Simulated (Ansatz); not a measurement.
## A hypothetical structure for LaTlSeO

This structure for LaTlSeO is made up. Its elements were placed in a known structure type with a cell scaled to their sizes. What cell does the guess relax to, and how far off was it?

Calculated with Ansatz 0.2.0; DFT, PBE, plane-wave PAW, files of the set soft_1, scalar-relativistic, no spin, cell and ions relaxed at zero pressure; PAW set soft_1, in the first sound run; inputs show where later runs differ.

## (1) The structure

It takes space group P4/nmm (No. 129, tetragonal). The conventional cell has a = 4.296 Å, b = 4.296 Å, c = 9.777 Å, α = 90.00°, β = 90.00°, γ = 90.00°. Tl has 4 Se at 2.79 Å and 4 Tl at 3.04 Å nearest. La has 4 O at 2.51 Å and 4 Se at 3.54 Å nearest. Nearest to Se lie 4 Tl at 2.79 Å and 4 La at 3.54 Å. Nearest to O lie 4 La at 2.51 Å. Farther neighbours and most contacts between anions are not listed.

## (2) Relaxation of the guess

The guess takes its coordinates from another compound and its volume from a rule, so the cell and any free coordinates are relaxed together.

input.yaml

```yaml
crystal:
  lattice:
    - [4.296, 0.0, 0.0]
    - [0.0, 4.296, 0.0]
    - [0.0, 0.0, 9.777]
  atoms:
    - { symbol: Tl, position: [0.5, 0.5, 0.5] }
    - { symbol: Tl, position: [0.0, 0.0, 0.5] }
    - { symbol: La, position: [0.5, 0.0, 0.1324] }
    - { symbol: La, position: [0.0, 0.5, 0.8676] }
    - { symbol: Se, position: [0.0, 0.5, 0.3178] }
    - { symbol: Se, position: [0.5, 0.0, 0.6822] }
    - { symbol: O, position: [0.0, 0.0, 0.0] }
    - { symbol: O, position: [0.5, 0.5, 0.0] }
kpoints:
  mp_grid: { grid: [6, 6, 3] }
scf:
  occupations: { method: fermi_dirac, width: 0.05 }
hamiltonian:
  xc: pbe
  pseudopotentials: { kind: paw, azcp: { folder: soft_1 } }
relax:
  f_tol: 0.015
  max_steps: 70
  cell: {}
output:
  forces: true
  stress: true
```

Launch:

```console
ansatz run input.yaml --threads 4 --pin off --max-ram 10240MiB --backend cpu --events-out ev --progress --plain --runs-dir out
```

Numbers of over 12 decimals in the logs are rounded to 6 here.

The log of the run:

```text
Engine: ansatz 0.2.0, x86_64-unknown-linux-gnu
Pseudopotentials: kind: paw
Pseudopotential: Tl, paw, valence charge 13, recommended cutoff 420 eV (normal), soft_1/Tl.paw.azcp
Pseudopotential: La, paw, valence charge 11, recommended cutoff 420 eV (normal), soft_1/La.paw.azcp
Pseudopotential: Se, paw, valence charge 16, recommended cutoff 420 eV (normal), soft_1/Se.paw.azcp
Pseudopotential: O, paw, valence charge 6, recommended cutoff 420 eV (normal), soft_1/O.paw.azcp
Functional definition: PBE
  parameter kappa = 0.804
  parameter beta = 0.066725
  exchange = pbe_x(kappa = kappa, mu = beta*pi^2/3)
  correlation = pbe_c(beta = beta)
Crystal: 8 atoms, lattice volume = 180.441 Å³
Basis set: ecut = 420 eV, 3489 PW (Γ), exchange–correlation on 60×60×144 points (8 copies of the dense FFT grid, shifted against one another)
Bands: 56, of which v1, the nominal top of the filled ones, is band 46 counted from 1 (45 counted from 0)
Symmetry: 16 space group operations
Space group: P4/nmm (ITA 129), of the structure as read, at distance tolerance 5.7e-5 Å
k-points: 20 of 108
Non-local potential: Tl, projectors of the file, l = 0: 2, l = 1: 2, l = 2: 2, l = 3: 1
Non-local potential: La, projectors of the file, l = 0: 3, l = 1: 2, l = 2: 2, l = 3: 3
Non-local potential: Se, projectors of the file, l = 0: 2, l = 1: 2, l = 2: 3, l = 3: 1
Non-local potential: O, projectors of the file, l = 0: 2, l = 1: 2, l = 2: 1
PAW form: soft (Blöchl's): semilocal exchange-correlation on the pseudo side does not see the compensation charge
PAW one-centre angular grid: Tl, 590 points (default); XC on 64 Gauss nodes
PAW one-centre angular grid: La, 590 points (default); XC on 64 Gauss nodes
PAW one-centre angular grid: Se, 590 points (default); XC on 64 Gauss nodes
PAW one-centre angular grid: O, 110 points (default); XC on 64 Gauss nodes
Initial density: superposition of atomic densities (chi_scale 0.1, normalization cell, long waves kept (reshape's long-wave potential 0.93 eV rms))
Initial wavefunctions: pseudopotential atomic-orbital guess
Functional: x = pbe(κ = 0.804, μ = 0.219515), c = pbe(β = 0.066725)
SCF iter   1: F=—  HF=-47479.187487 eV  |F-HF|=—  |Δ(HF+E_count)|=         —  Δρ=9.53e-2  dr2=4.13e1  ethr=3.10e-3  ⟨swp⟩=6.3  Hψ=4648  notcnv=0
preconditioner: auto → Kerker (q_TF=auto, 2.439 Å⁻¹)  [metal: Δε(μ)=0.035 eV  Ē_g=11.696 eV  σ=0.050 eV  W_gap=0.17  n_scr=54 (ndim 8)  ℏωp=22.8 eV  f_vac=0.000  D(μ)=5.60/eV (n_scr^D=38)]
SCF iter   2: F=—  HF=-47475.800340 eV  |F-HF|=—  |Δ(HF+E_count)|=    3.39e0  Δρ=3.40e-2  dr2=1.13e1  ethr=3.10e-3  ⟨swp⟩=5.7  Hψ=2674  notcnv=0  defer=45
preconditioner: auto → Resta (q_TF=auto, 2.439 Å⁻¹)  ε∞=4.5  [insulator: Δε(μ)=0.281 eV  Ē_g=12.122 eV  σ=0.050 eV  W_gap=0.60  n_scr=54 (ndim 8)  ℏωp=22.8 eV  f_vac=0.000  D(μ)=0.87/eV (n_scr^D=2)  ε∞_Penn≈4.5]
SCF iter   3: F=—  HF=-47474.201830 eV  |F-HF|=—  |Δ(HF+E_count)|=    1.60e0  Δρ=2.25e-2  dr2=2.05e0  ethr=3.10e-3  ⟨swp⟩=6.0  Hψ=3144  notcnv=0  defer=58
SCF iter   4: F=—  HF=-47473.918544 eV  |F-HF|=—  |Δ(HF+E_count)|=   2.83e-1  Δρ=4.99e-3  dr2=2.83e-1  ethr=2.23e-3  ⟨swp⟩=3.1  Hψ=1759  notcnv=0  defer=47
SCF iter   5: F=—  HF=-47473.854130 eV  |F-HF|=—  |Δ(HF+E_count)|=   6.44e-2  Δρ=2.29e-3  dr2=1.93e-2  ethr=3.08e-4  ⟨swp⟩=5.2  Hψ=2112  notcnv=0  defer=47
SCF iter   6: F=—  HF=-47473.851919 eV  |F-HF|=—  |Δ(HF+E_count)|=   2.21e-3  Δρ=9.35e-4  dr2=1.85e-3  ethr=2.10e-5  ⟨swp⟩=3.5  Hψ=2393  notcnv=0  defer=30
SCF iter   7: F=—  HF=-47473.852003 eV  |F-HF|=—  |Δ(HF+E_count)|=   8.40e-5  Δρ=3.58e-4  dr2=5.59e-4  ethr=2.01e-6  ⟨swp⟩=2.0  Hψ=2027  notcnv=0  defer=30
SCF iter   8: F=—  HF=-47473.851888 eV  |F-HF|=—  |Δ(HF+E_count)|=   1.15e-4  Δρ=1.01e-4  dr2=2.30e-5  ethr=6.08e-7  ⟨swp⟩=2.0  Hψ=2014  notcnv=0  defer=30
SCF iter   9: F=—  HF=-47473.851847 eV  |F-HF|=—  |Δ(HF+E_count)|=   4.11e-5  Δρ=2.99e-5  dr2=2.22e-6  ethr=2.50e-8  ⟨swp⟩=2.0  Hψ=1770  notcnv=0  defer=30
SCF iter  10: F=—  HF=-47473.851848 eV  |F-HF|=—  |Δ(HF+E_count)|=   1.10e-6  Δρ=8.61e-6  dr2=1.56e-7  ethr=2.42e-9  ⟨swp⟩=2.0  Hψ=1438  notcnv=0  defer=30
SCF iter  11: F=-47473.851848 eV  HF=-47473.851848 eV  |F-HF|=1.59e-9  |Δ(HF+E_count)|=   7.53e-8  Δρ=3.83e-6  dr2=2.61e-8  ethr=1.09e-10  ⟨swp⟩=5.0  Hψ=4198  notcnv=0
SCF 1 converged in 11 iterations: F = -47473.851848 eV  dr2 = 2.61e-8
  greatest PAW one-centre occupation: 1.000 electrons in one spin orbital (limit 2), on the Se atom at site 5 (counted from 0), in its partial waves of l = 2
relax step   1: F+E_penalty+E_count = -47473.85184802 eV  Δ(F+E_penalty+E_count) = +0.000e0 eV  max|allowed force component| = 3.944e0 eV/Å  Δτ_max = 0.0000 Å  P = +7.205 GPa  Ω = 180.441 Å³  (11 SCF iters, dr2 threshold 1.00e-7 eV, accepted)
Crystal: 8 atoms, lattice volume = 186.917 Å³
Basis set: ecut = 420 eV, 3665 PW (Γ), exchange–correlation on 60×60×144 points (8 copies of the dense FFT grid, shifted against one another)
Initial density: handed on by an earlier stage of this run
Initial wavefunctions: those handed on with the density
iter 1 solved again at ethr=3.95e-4 eV; its pass at ethr=3.10e-3 eV (dr2=3.64e-1 eV) is discarded
SCF iter   1: F=—  HF=-47475.750582 eV  |F-HF|=—  |Δ(HF+E_count)|=         —  Δρ=1.82e-2  dr2=3.65e-1  ethr=3.95e-4  ⟨swp⟩=1.1  Hψ=7188  notcnv=0
preconditioner: auto → Resta (q_TF=auto, 2.424 Å⁻¹)  ε∞=4.8  [insulator: Δε(μ)=0.702 eV  Ē_g=11.430 eV  σ=0.050 eV  W_gap=1.00  n_scr=54 (ndim 8)  ℏωp=22.4 eV  f_vac=0.016  D(μ)=0.00/eV (n_scr^D=0)  ε∞_Penn≈4.8]
SCF iter   2: F=—  HF=-47475.643750 eV  |F-HF|=—  |Δ(HF+E_count)|=   1.07e-1  Δρ=7.73e-3  dr2=6.45e-2  ethr=3.95e-4  ⟨swp⟩=3.3  Hψ=1733  notcnv=0
SCF iter   3: F=—  HF=-47475.634281 eV  |F-HF|=—  |Δ(HF+E_count)|=   9.47e-3  Δρ=3.48e-3  dr2=2.22e-2  ethr=7.01e-5  ⟨swp⟩=4.4  Hψ=2523  notcnv=0
SCF iter   4: F=—  HF=-47475.633159 eV  |F-HF|=—  |Δ(HF+E_count)|=   1.12e-3  Δρ=1.15e-3  dr2=1.70e-3  ethr=2.42e-5  ⟨swp⟩=2.5  Hψ=2048  notcnv=0  defer=4
SCF iter   5: F=—  HF=-47475.634809 eV  |F-HF|=—  |Δ(HF+E_count)|=   1.65e-3  Δρ=2.06e-4  dr2=8.96e-5  ethr=1.84e-6  ⟨swp⟩=2.0  Hψ=2174  notcnv=0  defer=5
SCF iter   6: F=—  HF=-47475.634720 eV  |F-HF|=—  |Δ(HF+E_count)|=   8.89e-5  Δρ=6.31e-5  dr2=7.70e-6  ethr=9.74e-8  ⟨swp⟩=2.0  Hψ=1743  notcnv=0  defer=5
SCF iter   7: F=—  HF=-47475.634724 eV  |F-HF|=—  |Δ(HF+E_count)|=   4.50e-6  Δρ=2.01e-5  dr2=8.06e-7  ethr=8.37e-9  ⟨swp⟩=2.0  Hψ=2019  notcnv=0  defer=5
SCF iter   8: F=-47475.634724 eV  HF=-47475.634725 eV  |F-HF|=1.38e-7  |Δ(HF+E_count)|=   7.97e-8  Δρ=6.45e-6  dr2=1.56e-7  ethr=8.70e-10  ⟨swp⟩=5.0  Hψ=4695  notcnv=0
[...]
preconditioner: auto → Resta (q_TF=auto, 2.418 Å⁻¹)  ε∞=4.7  [insulator: Δε(μ)=0.505 eV  Ē_g=11.549 eV  σ=0.050 eV  W_gap=0.98  n_scr=54 (ndim 8)  ℏωp=22.2 eV  f_vac=0.024  D(μ)=0.03/eV (n_scr^D=0)  ε∞_Penn≈4.7]
SCF iter   2: F=—  HF=-47476.497111 eV  |F-HF|=—  |Δ(HF+E_count)|=   9.52e-2  Δρ=7.15e-3  dr2=5.15e-2  ethr=3.26e-4  ⟨swp⟩=3.7  Hψ=2450  notcnv=0
SCF iter   3: F=—  HF=-47476.490383 eV  |F-HF|=—  |Δ(HF+E_count)|=   6.73e-3  Δρ=2.97e-3  dr2=1.46e-2  ethr=5.60e-5  ⟨swp⟩=4.4  Hψ=2536  notcnv=0
SCF iter   4: F=—  HF=-47476.490446 eV  |F-HF|=—  |Δ(HF+E_count)|=   6.21e-5  Δρ=1.04e-3  dr2=1.11e-3  ethr=1.58e-5  ⟨swp⟩=2.4  Hψ=2006  notcnv=0
SCF iter   5: F=—  HF=-47476.492272 eV  |F-HF|=—  |Δ(HF+E_count)|=   1.83e-3  Δρ=2.46e-4  dr2=1.08e-4  ethr=1.20e-6  ⟨swp⟩=2.0  Hψ=2159  notcnv=0  defer=2
SCF iter   6: F=—  HF=-47476.492248 eV  |F-HF|=—  |Δ(HF+E_count)|=   2.35e-5  Δρ=5.71e-5  dr2=9.17e-6  ethr=1.17e-7  ⟨swp⟩=2.0  Hψ=1676  notcnv=0  defer=2
SCF iter   7: F=—  HF=-47476.492255 eV  |F-HF|=—  |Δ(HF+E_count)|=   7.30e-6  Δρ=2.59e-5  dr2=1.64e-6  ethr=9.97e-9  ⟨swp⟩=2.0  Hψ=2024  notcnv=0  defer=2
SCF iter   8: F=-47476.492256 eV  HF=-47476.492255 eV  |F-HF|=2.10e-7  |Δ(HF+E_count)|=   1.35e-7  Δρ=9.88e-6  dr2=3.70e-7  ethr=8.70e-10  ⟨swp⟩=5.0  Hψ=4872  notcnv=0
SCF 3 converged in 8 iterations: F = -47476.492256 eV  dr2 = 3.70e-7
relax step   3: F+E_penalty+E_count = -47476.49225569 eV  Δ(F+E_penalty+E_count) = -8.575e-1 eV  max|allowed force component| = 7.777e-1 eV/Å  Δτ_max = 0.1935 Å  P = +1.631 GPa  Ω = 189.707 Å³  energy of the carried Pulay correction = -4.924e-3 eV  (8 SCF iters, dr2 threshold 8.00e-7 eV, accepted)
[...]
relax step   4: F+E_penalty+E_count = -47476.63849031 eV  Δ(F+E_penalty+E_count) = -1.462e-1 eV  max|allowed force component| = 9.885e-2 eV/Å  Δτ_max = 0.1061 Å  P = +0.527 GPa  Ω = 193.187 Å³  energy of the carried Pulay correction = -6.710e-3 eV  (8 SCF iters, dr2 threshold 8.00e-7 eV, accepted)
[...]
relax step   5: F+E_penalty+E_count = -47476.64017087 eV  Δ(F+E_penalty+E_count) = -1.681e-3 eV  max|allowed force component| = 6.445e-2 eV/Å  Δτ_max = 0.0060 Å  P = -0.080 GPa  Ω = 194.506 Å³  energy of the carried Pulay correction = -7.378e-3 eV  (6 SCF iters, dr2 threshold 7.76e-7 eV, accepted)
[...]
relax step   6: F+E_penalty+E_count = -47476.64047049 eV  Δ(F+E_penalty+E_count) = -2.996e-4 eV  max|allowed force component| = 1.672e-3 eV/Å  Δτ_max = 0.0044 Å  P = -0.003 GPa  Ω = 194.563 Å³  energy of the carried Pulay correction = -7.407e-3 eV  (5 SCF iters, dr2 threshold 2.60e-7 eV, accepted)
[...]
relax step   7: F+E_penalty+E_count = -47476.65807958 eV  Δ(F+E_penalty+E_count) = -1.761e-2 eV  max|allowed force component| = 2.139e-3 eV/Å  Δτ_max = 0.0000 Å  P = +0.133 GPa  Ω = 194.563 Å³  stress off target by 2.76e-1 GPa  SCF on the basis re-selected at this cell (its energy is not comparable with the rows above)  (8 SCF iters)
[...]
relax step   8: F+E_penalty+E_count = -47476.65838601 eV  Δ(F+E_penalty+E_count) = -3.064e-4 eV  max|allowed force component| = 6.225e-3 eV/Å  Δτ_max = 0.0019 Å  P = +0.001 GPa  Ω = 195.139 Å³  energy of the carried Pulay correction = -2.789e-4 eV  (6 SCF iters, dr2 threshold 1.90e-7 eV, accepted)
iter 1 solved again at ethr=9.45e-8 eV; its pass at ethr=3.10e-3 eV (dr2=8.69e-5 eV) is discarded
SCF iter   1: F=—  HF=-47476.658426 eV  |F-HF|=—  |Δ(HF+E_count)|=         —  Δρ=9.53e-5  dr2=4.29e-7  ethr=9.45e-8  ⟨swp⟩=3.4  Hψ=7816  notcnv=0
preconditioner: auto → Resta (q_TF=auto, 2.407 Å⁻¹)  ε∞=4.6  [insulator: Δε(μ)=0.306 eV  Ē_g=11.618 eV  σ=0.050 eV  W_gap=0.91  n_scr=56 (ndim 8)  ℏωp=21.9 eV  f_vac=0.024  D(μ)=0.25/eV (n_scr^D=0)  ε∞_Penn≈4.6]
SCF iter   2: F=—  HF=-47476.658581 eV  |F-HF|=—  |Δ(HF+E_count)|=   1.55e-4  Δρ=4.82e-5  dr2=1.42e-7  ethr=4.66e-10  ⟨swp⟩=2.0  Hψ=1879  notcnv=0
SCF iter   3: F=—  HF=-47476.658657 eV  |F-HF|=—  |Δ(HF+E_count)|=   7.69e-5  Δρ=7.99e-6  dr2=7.97e-8  ethr=1.54e-10  ⟨swp⟩=2.0  Hψ=1810  notcnv=0
SCF iter   4: F=—  HF=-47476.658658 eV  |F-HF|=—  |Δ(HF+E_count)|=   7.43e-7  Δρ=1.28e-6  dr2=4.29e-9  ethr=8.67e-11  ⟨swp⟩=2.0  Hψ=1789  notcnv=0
SCF iter   5: F=—  HF=-47476.658658 eV  |F-HF|=—  |Δ(HF+E_count)|=   1.84e-8  Δρ=7.09e-7  dr2=1.76e-9  ethr=4.67e-12  ⟨swp⟩=2.9  Hψ=1952  notcnv=0
SCF iter   6: F=—  HF=-47476.658658 eV  |F-HF|=—  |Δ(HF+E_count)|=   6.91e-9  Δρ=3.01e-7  dr2=2.60e-10  ethr=1.91e-12  ⟨swp⟩=2.1  Hψ=1780  notcnv=0
SCF iter   7: F=-47476.658658 eV  HF=-47476.658658 eV  |F-HF|=2.18e-11  |Δ(HF+E_count)|=  1.24e-10  Δρ=7.23e-8  dr2=1.15e-11  ethr=1.00e-12  ⟨swp⟩=4.5  Hψ=3813  notcnv=0
SCF 9 converged in 7 iterations: F = -47476.658658 eV  dr2 = 1.15e-11
relax step   9: F+E_penalty+E_count = -47476.65865817 eV  Δ(F+E_penalty+E_count) = -2.722e-4 eV  max|allowed force component| = 6.011e-3 eV/Å  Δτ_max = 0.0000 Å  P = +0.001 GPa  Ω = 195.139 Å³  stress off target by 4.82e-2 GPa  SCF on the basis re-selected at this cell (its energy is not comparable with the rows above)  (7 SCF iters)
basis re-selected at this cell: Δ(F+E_penalty+E_count) = -2.722e-4 eV, ΔP = +0.001 GPa vs the last step (what re-selecting the basis moved, of the pressure what is left beyond the Pulay correction that the steps carried, after the strain that the cell walked since its last selection, with what the two solves' SCF thresholds leave and, on support functions, any second-order correction that the steps lacked; it is no m [...]
SCF converged after 7 iterations
Free energy (F): -47476.658658 eV
Harris-Foulkes:  -47476.658658 eV  (|F-HF|=2.18e-11)
Internal energy: -47476.655646 eV  (E = F + TS)
E sigma→0 (E₀):  -47476.657152 eV
Entropy (-TS):   -0.003013 eV (-0.377 meV/atom)
Fermi energy:    9.040605 eV
--- Per-component energies (eV) ---
  E_band       = -822.162973
  E_kinetic    = 1461.313578
  E_local      = -8611.819645  (includes V_loc(G=0)·N_el)
  E_nonlocal   = 201.818215
  E_hartree    = 4058.943713
  E_xc         = -974.375333
  E_vxc        = -903.949361  (∫ρ·V_xc dr)
  E_paw        = -35787.870545  (= ΣΔE_a)
  E_vpaw       = -1087.414037  (= ΣTr[D̂ρ^β])
  E_aug_tail   = 0.000645  (compensation charges beyond the density's cutoff)
  E_ewald      = -7824.666275
  E_smearing   = -0.003013  (= −TS)
  E_closure    = -0.000000  (closes the sum)
  Σ components = -47476.658658   (vs F -47476.658658, Δ=0.00e0)
--- Forces (eV/Å), atoms counted from 1 ---
  atom   1  Tl     0.00000000     0.00000000    -0.00000000
  atom   2  Tl     0.00000000     0.00000000     0.00000000
  atom   3  La     0.00000000     0.00000000     0.00601053
  atom   4  La     0.00000000     0.00000000    -0.00601053
  atom   5  Se     0.00000000     0.00000000     0.00406905
  atom   6  Se     0.00000000     0.00000000    -0.00406905
  atom   7  O      0.00000000     0.00000000     0.00000000
  atom   8  O      0.00000000     0.00000000     0.00000000
  max |Σ_I F_I| component: 1.73e-18 eV/Å
--- Stress (GPa, compression-positive) ---
       -0.022102       0.000000       0.000000
        0.000000      -0.022102       0.000000
        0.000000       0.000000       0.048215
  P = ⅓ Tr σ = 0.0013 GPa (0.013 kbar)
--- Relaxed structure (7 steps of the walk, 7 accepted, 2 SCFs on fresh bases) ---
  F+E_penalty+E_count = -47476.65865817 eV   max|allowed force component| = 6.011e-3 eV/Å   (the final SCF, on the basis selected at the relaxed cell)
  cell:  # Å, volume = 195.1389 Å³
    - [4.291779, 0, 0.0]
    - [0, 4.291779, 0.0]
    - [0.0, 0.0, 10.594223]
  atoms:
    - { symbol: Tl, position: [0.5, 0.5, 0.500000] }
    - { symbol: Tl, position: [0, 0, 0.500000] }
    - { symbol: La, position: [0.5, 0, 0.106405] }
    - { symbol: La, position: [0, 0.5, 0.893595] }
    - { symbol: Se, position: [0, 0.5, 0.266784] }
    - { symbol: Se, position: [0.5, 0, 0.733216] }
    - { symbol: O, position: [0, 0, 0] }
    - { symbol: O, position: [0.5, 0.5, 0] }
```

The job ended after 25 s (4 threads of AMD EPYC 7B13 (Zen 3), shared host; peak memory 0.81 GiB; 94 s of CPU time).

Relaxation path:

| step | energy less that of the first step (eV) | largest force component (eV/Å) | pressure (GPa) | volume (Å³) |
| --- | --- | --- | --- | --- |
| 1 | 0.0000 | 3.9440 | 7.21 | 180.44 |
| 2 | -1.7829 | 2.1472 | 2.77 | 186.92 |
| 3 | -2.6404 | 0.7777 | 1.63 | 189.71 |
| 4 | -2.7866 | 0.0989 | 0.53 | 193.19 |
| 5 | -2.7883 | 0.0644 | -0.08 | 194.51 |
| 6 | -2.7886 | 0.0017 | 0.00 | 194.56 |
| 7* | -2.8062 | 0.0021 | 0.13 | 194.56 |
| 8 | -2.8065 | 0.0062 | 0.00 | 195.14 |
| 9* | -2.8068 | 0.0060 | 0.00 | 195.14 |

Relaxation steps marked * repeat the geometry before them on a plane-wave basis chosen anew for their cell, so energy and pressure can jump there.

Forces are held to the 16 operations that the run works with; a distortion that breaks them can't arise in this run.

| conventional cell, symmetrised | before | after | change |
| --- | --- | --- | --- |
| a (Å) | 4.296 | 4.292 | -0.1 % |
| b (Å) | 4.296 | 4.292 | -0.1 % |
| c (Å) | 9.777 | 10.594 | +8.4 % |
| volume (Å³/atom) | 22.56 | 24.39 | +8.1 % |

The atoms that moved most (Å, as changes of fractional coordinates times the final cell):

| atom | dx | dy | dz | length |
| --- | --- | --- | --- | --- |
| Se5 | 0.000 | 0.000 | -0.540 | 0.540 |
| Se6 | 0.000 | 0.000 | 0.540 | 0.540 |
| La3 | 0.000 | 0.000 | -0.275 | 0.275 |
| La4 | 0.000 | 0.000 | 0.275 | 0.275 |

This step gave:

| Item | Value |
| --- | --- |
| free energy | -47476.6587 eV |
| energy at zero smearing | -47476.6572 eV |
| smearing term TS | 0.003013 eV |
| Fermi energy | 9.041 eV |
| gap by band count | 0.3063 eV |
| electrons | 92 |
| symmetry operations | 16 |
| pressure | 0.001337 GPa |

Shortest distances by pair of elements, guess and relaxed (not always the same contact):

| pair | guess (Å) | relaxed (Å) |
| --- | --- | --- |
| La–O | 2.508 | 2.424 |
| Tl–Tl | 3.038 | 3.035 |
| O–O | 3.038 | 3.035 |
| Se–Tl | 2.791 | 3.273 |
| La–Se | 3.537 | 3.478 |

The relaxation ends with a largest force component of 0.0060 eV/Å and a pressure of 0.00 GPa.

(Part 1 of 2 ends here.)

[Logs are printed without paths, hosts, clocks, repeated set-up lines and the standing remarks that a program may print on its own settings, such as how far it seeks lower states.]

[Hosts, paths, dates, database ids (printed as entryN), source tags and the programs' standing remarks are cut or masked in the printed files.]
